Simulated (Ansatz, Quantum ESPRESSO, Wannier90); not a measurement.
# Ballistic channels from Wannier functions: zigzag Cu chain, bond 2.30 Å, width 1.2 Å, part 2 of 5

How many channels does the wire offer, and does a small Wannier basis get them right? The wire: zigzag Cu chain, bond 2.30 Å, width 1.2 Å.

Quantum ESPRESSO 7.5 and Wannier90 3.1.0; plane-wave DFT, LDA, GBRV ultrasoft pseudopotentials; cross-check by Ansatz 0.2.0 with PAW datasets.

So far. Step 2 (Ground state): The run needed 27 iterations to bring the estimated error under 1e-07 Ry; the largest force on any atom, held or free, is 0.67 eV/Å.

### 4. Neighbour list from wannier90 -pp

Level of this step: maximally localised Wannier functions and ballistic conductance; plane-wave DFT, LDA, GBRV ultrasoft pseudopotentials (Wannier90).

The .win file sets projections and windows: states in the frozen window are kept exactly, the outer window gives room to disentangle.

wan.win reads:

```
num_wann = 12
num_bands = 37
num_iter = 200
num_print_cycles = 20
conv_tol = 1e-8
conv_window = 5
guiding_centres = true
dis_num_iter = 1500
dis_conv_tol = 1e-8
dis_win_min = -13.9255
dis_win_max = 6.0745
dis_froz_max = -1.4255
search_shells = 120
fermi_energy = -2.9255

transport = true
transport_mode = bulk
one_dim_axis = z
dist_cutoff = 19.52
dist_cutoff_mode = one_dim
tran_win_min = -4.0
tran_win_max = 2.0
tran_energy_step = 0.02

bands_plot = true
bands_num_points = 96
begin kpoint_path
G 0.0 0.0 0.0 Z 0.0 0.0 0.5
end kpoint_path

begin projections
Cu:s;d
end projections

begin unit_cell_cart
ang
  9.0000000000 0.0000000000 0.0000000000
  0.0000000000 8.0000000000 0.0000000000
  0.0000000000 0.0000000000 3.9242833741
end unit_cell_cart

begin atoms_frac
  Cu -0.0666666667 0.0000000000 0.0000000000
  Cu 0.0666666667 0.0000000000 0.5000000000
end atoms_frac

mp_grid = 1 1 10
begin kpoints
  0.0 0.0 0.0000000000
  0.0 0.0 0.1000000000
  0.0 0.0 0.2000000000
  0.0 0.0 0.3000000000
  0.0 0.0 0.4000000000
  0.0 0.0 0.5000000000
  0.0 0.0 0.6000000000
  0.0 0.0 0.7000000000
  0.0 0.0 0.8000000000
  0.0 0.0 0.9000000000
end kpoints
```

Command:

```
$ OMP_NUM_THREADS=1 wannier90.x -pp wan > wan.pp.log
```

Log:

```text
+---------------------------------------------------+
             |                                                   |
             |                   WANNIER90                       |
             |                                                   |
             +---------------------------------------------------+
             |                                                   |
             |        Welcome to the Maximally-Localized         |
             |        Generalized Wannier Functions code         |
             |                             |
             |                                                   |
             |                                                   |
             |  Wannier90 Developer Group:                       |
             |    Giovanni Pizzi    (EPFL)                       |
             |    Valerio Vitale    (Cambridge)                  |
             |    David Vanderbilt  (Rutgers University)         |
             |    Nicola Marzari    (EPFL)                       |
             |    Ivo Souza         (Universidad del Pais Vasco) |
             |    Arash A. Mostofi  (Imperial College London)    |
             |    Jonathan R. Yates (University of Oxford)       |
             |                                                   |
             |  For the full list of Wannier90 3.x authors,      |
             |  please check the code documentation and the      |
             |  README on the GitHub page of the code            |
             |                                                   |
             |                                                   |
             |  Please cite                                      |
             |                                                   |
             |  [ref] "Wannier90 as a community code:            |
             |        new features and applications",            |
             |        G. Pizzi et al., J. Phys. Cond. Matt. 32,  |
             |        165902 (2020).                             |
             |            |
             |                                                   |
             |  in any publications arising from the use of      |
             |  this code. For the method please cite            |
             |                                                   |
             |  [ref] "Maximally Localized Generalised Wannier   |
             |         Functions for Composite Energy Bands"     |
             |         N. Marzari and D. Vanderbilt              |
             |         Phys. Rev. B 56 12847 (1997)              |
             |                                                   |
             |  [ref] "Maximally Localized Wannier Functions     |
             |         for Entangled Energy Bands"               |
             |         I. Souza, N. Marzari and D. Vanderbilt    |
             |         Phys. Rev. B 65 035109 (2001)             |
             |                                                   |
             |                                                   |
             | Copyright (c) 1996-2020                           |
             |        The Wannier90 Developer Group and          |
             |        individual contributors                    |
             |                                                   |
             |      Release: 3.1.0        5th March    2020      |
             |                                                   |
             | This program is free software; you can            |
             | redistribute it and/or modify it under the terms  |
             | of the GNU General Public License as published by |
             | the Free Software Foundation; either version 2 of |
             | the License, or (at your option) any later version|
             |                                                   |
             | This program is distributed in the hope that it   |
             | will be useful, but WITHOUT ANY WARRANTY; without |
             | even the implied warranty of MERCHANTABILITY or   |
             | FITNESS FOR A PARTICULAR PURPOSE. See the GNU     |
             | General Public License for more details.          |
             |                                                   |
             | You should have received a copy of the GNU General|
             | Public License along with this program; if not,   |
             | write to the Free Software Foundation, Inc.,      |
             | 675 Mass Ave, Cambridge, MA 02139, USA.           |
             |                                                   |
             +---------------------------------------------------+
[date or host left out]
             +---------------------------------------------------+

 ******************************************************************************
 * -> Using CODATA 2006 constant values                                       *
 *    (                      *
 * -> Using Bohr value from CODATA                                            *
 ******************************************************************************

 Running in serial (with parallel executable)

                                    ------
                                    SYSTEM
                                    ------

                              Lattice Vectors (Ang)
                    a_1     9.000000   0.000000   0.000000
                    a_2     0.000000   8.000000   0.000000
                    a_3     0.000000   0.000000   3.924283

                   Unit Cell Volume:     282.54840  (Ang^3)

                        Reciprocal-Space Vectors (Ang^-1)
                    b_1     0.698132   0.000000   0.000000
                    b_2     0.000000   0.785398   0.000000
                    b_3     0.000000   0.000000   1.601104

 *----------------------------------------------------------------------------*
 |   Site       Fractional Coordinate          Cartesian Coordinate (Ang)     |
 +----------------------------------------------------------------------------+
 | Cu   1  -0.06667   0.00000   0.00000   |   -0.60000   0.00000   0.00000    |
 | Cu   2   0.06667   0.00000   0.50000   |    0.60000   0.00000   1.96214    |
 *----------------------------------------------------------------------------*
                                ------------
                                K-POINT GRID
                                ------------

             Grid size =  1 x  1 x 10      Total points =   10

 *---------------------------------- MAIN ------------------------------------*
 |  Number of Wannier Functions               :                12             |
[...]
|  Iterations before starting guiding centres:                 0             |
 |  Iterations between using guiding centres  :                 1             |
 *----------------------------------------------------------------------------*
 *------------------------------- DISENTANGLE --------------------------------*
 |  Using band disentanglement                :                 T             |
 |  Total number of iterations                :              1500             |
 |  Mixing ratio                              :             0.500             |
 |  Convergence tolerence                     :         1.000E-08             |
 |  Convergence window                        :                 3             |
 *----------------------------------------------------------------------------*
 *-------------------------------- PLOTTING ----------------------------------*
 |  Plotting interpolated bandstructure       :                 T             |
 |   Number of K-path sections                :                 1             |
 |   Divisions along first K-path section     :                96             |
 |   Output format                            :           gnuplot             |
 |   Output mode                              :               s-k             |
 *----------------------------------------------------------------------------*
 |   K-space path sections:                                                   |
 |    From: G       0.000  0.000  0.000     To: Z       0.000  0.000  0.500   |
 *----------------------------------------------------------------------------*
 *------------------------------- TRANSPORT ----------------------------------*
 |  Transport mode                            :              bulk             |
 |   Hamiltonian from external files          :                 F             |
 |   System extended in                       :                 z             |
 |   Centre of the unit cell to which WF are translated (fract. coords):      |
 |                                       0.000000,    0.000000,    0.000000   |
 |  Fermi energy (eV)                         :            -2.925             |
 *----------------------------------------------------------------------------*
 Time to read parameters        0.004 (sec)

 *---------------------------------- K-MESH ----------------------------------*
 +----------------------------------------------------------------------------+
 |                    Distance to Nearest-Neighbour Shells                    |
 |                    ------------------------------------                    |
 |          Shell             Distance (Ang^-1)          Multiplicity         |
 |          -----             -----------------          ------------         |
 |             1                   0.160110                      2            |
 |             2                   0.320221                      2            |
 |             3                   0.480331                      2            |
 |             4                   0.640442                      2            |
 |             5                   0.698132                      2            |
 |             6                   0.716256                      4            |
 |             7                   0.768068                      4            |
 |             8                   0.785398                      2            |
 |             9                   0.800552                      2            |
 |            10                   0.801552                      4            |
 |            11                   0.847411                      4            |
 |            12                   0.848170                      4            |
 |            13                   0.920635                      4            |
 |            14                   0.947393                      4            |
 |            15                   0.960662                      2            |
 |            16                   1.013418                      4            |
[...]
|           113                   2.259620                      8            |
 |           114                   2.264936                      8            |
 |           115                   2.287807                      8            |
 |           116                   2.304205                      4            |
 |           117                   2.310806                      8            |
 |           118                   2.326694                      8            |
 |           119                   2.331654                      8            |
 |           120                   2.347747                      4            |
 +----------------------------------------------------------------------------+
 | The b-vectors are chosen automatically                                     |
 | SVD found small singular value, Rejecting this shell and trying the next   |
 | SVD found small singular value, Rejecting this shell and trying the next   |
 | The following shells are used:   1,  5,  8                                 |
 +----------------------------------------------------------------------------+
 |                        Shell   # Nearest-Neighbours                        |
 |                        -----   --------------------                        |
 |                          1               2                                 |
 |                          5               2                                 |
 |                          8               2                                 |
 +----------------------------------------------------------------------------+
 | Completeness relation is fully satisfied [Eq. (B1), PRB 56, 12847 (1997)]  |
 +----------------------------------------------------------------------------+
 |                  b_k Vectors (Ang^-1) and Weights (Ang^2)                  |
 |                  ----------------------------------------                  |
 |            No.         b_k(x)      b_k(y)      b_k(z)        w_b           |
 |            ---        --------------------------------     --------        |
 |             1         0.000000    0.000000    0.160110    19.504328        |
 |             2         0.000000    0.000000   -0.160110    19.504328        |
 |             3         0.698132    0.000000    0.000000     1.025877        |
 |             4        -0.698132    0.000000    0.000000     1.025877        |
 |             5         0.000000    0.785398    0.000000     0.810569        |
 |             6         0.000000   -0.785398    0.000000     0.810569        |
 +----------------------------------------------------------------------------+
 |                           b_k Directions (Ang^-1)                          |
 |                           -----------------------                          |
 |            No.           x           y           z                         |
 |            ---        --------------------------------                     |
 |             1         0.000000    0.000000    0.160110                     |
 |             2         0.698132    0.000000    0.000000                     |
 |             3         0.000000    0.785398    0.000000                     |
 +----------------------------------------------------------------------------+

 Time to get kmesh              0.012 (sec)
 *============================================================================*
 |                              MEMORY ESTIMATE                               |
 |         Maximum RAM allocated during each phase of the calculation         |
 *============================================================================*
 |                        Disentanglement            1.90 Mb                  |
 |                            Wannierise:            0.47 Mb                  |
 |                          plot_wannier:            0.47 Mb                  |
 *----------------------------------------------------------------------------*

 Starting a new Wannier90 calculation ...

 Time to write kmesh            0.016 (sec)

 Exiting... wan.nnkp written.
```

Wall time 0.45 s (1 MPI rank of Arm Neoverse V1, shared host); peak memory 0.09 GiB.

### 5. Overlaps and projections

pw2wannier90.x computes the overlaps between neighbouring k-points and the projections.

wan.p2w.in reads:

```
&inputpp
  prefix = 'nscf'
  outdir = './out'
  seedname = 'wan'
  write_mmn = .true.
  write_amn = .true.
  write_unk = .false.
/
```

Command:

```
$ OMP_NUM_THREADS=1 mpirun -n 2 pw2wannier90.x -in wan.p2w.in > wan.p2w.out
```

Log:

```text
[banner, memory and clock lines left out]
Program PW2WANNIER v.7.5 starts

          URL

     Reading nscf_save data

     ./out/nscf.save/

     IMPORTANT: XC functional enforced from input :
     Exchange-correlation= PZ
                           (   1   1   0   0   0   0   0)
     Any further DFT definition will be discarded
     Please, verify this is what you really want

     negative rho (up, down):  6.602E-06 0.000E+00
     Reading collected, re-writing distributed wavefunctions

      Spin CASE ( default = unpolarized )

  Wannier mode is: standalone

  -----------------
  *** Reading nnkp
  -----------------

  Checking info from wannier.nnkp file

  - Real lattice is ok
  - Reciprocal lattice is ok
  - K-points are ok
  - Number of wannier functions is ok ( 12)
  - All guiding functions are given

  Projections:
   -0.066670    0.000000    0.000000  0  1  1    1.000000
   -0.066670    0.000000    0.000000  2  1  1    1.000000
   -0.066670    0.000000    0.000000  2  2  1    1.000000
   -0.066670    0.000000    0.000000  2  3  1    1.000000
   -0.066670    0.000000    0.000000  2  4  1    1.000000
   -0.066670    0.000000    0.000000  2  5  1    1.000000
    0.066670    0.000000    0.218016  0  1  1    1.000000
    0.066670    0.000000    0.218016  2  1  1    1.000000
    0.066670    0.000000    0.218016  2  2  1    1.000000
    0.066670    0.000000    0.218016  2  3  1    1.000000
    0.066670    0.000000    0.218016  2  4  1    1.000000
    0.066670    0.000000    0.218016  2  5  1    1.000000

  Reading data about k-point neighbours

  All neighbours are found

  Opening pp-files

  *** Compute  A projections

  Number of local k points =       10
       1       2       3       4       5       6       7       8       9      10
  AMN calculated

  ---------------
  *** Compute  M
  ---------------

  Number of local k points =       10
       1       2       3       4       5       6       7       8       9      10
  MMN calculated

  *** Orbital terms are not computed

  *** SHC terms are not computed

  ----------------
  *** Write bands
  ----------------

  *** Plot info is not printed

  *** Parity info is not printed

  ------------
  *** Stop pp
  ------------

     Internal routines:
```

It took 6.9 s on 2 MPI ranks; peak memory 0.14 GiB.

(Continued in part 3 of 5.)

[Logs are printed without paths, hosts, clocks, repeated set-up lines and the standing remarks that a program may print on its own settings, such as how far it seeks lower states.]

[Hosts, paths, dates, database ids (printed as entryN), source tags and the programs' standing remarks are cut or masked in the printed files.]

[Maps of the electrostatic potential energy from Ansatz leave out the sawtooth potential of an applied field or a dipole correction, so their vacuum need not be flat; planar profiles and work functions include it.]
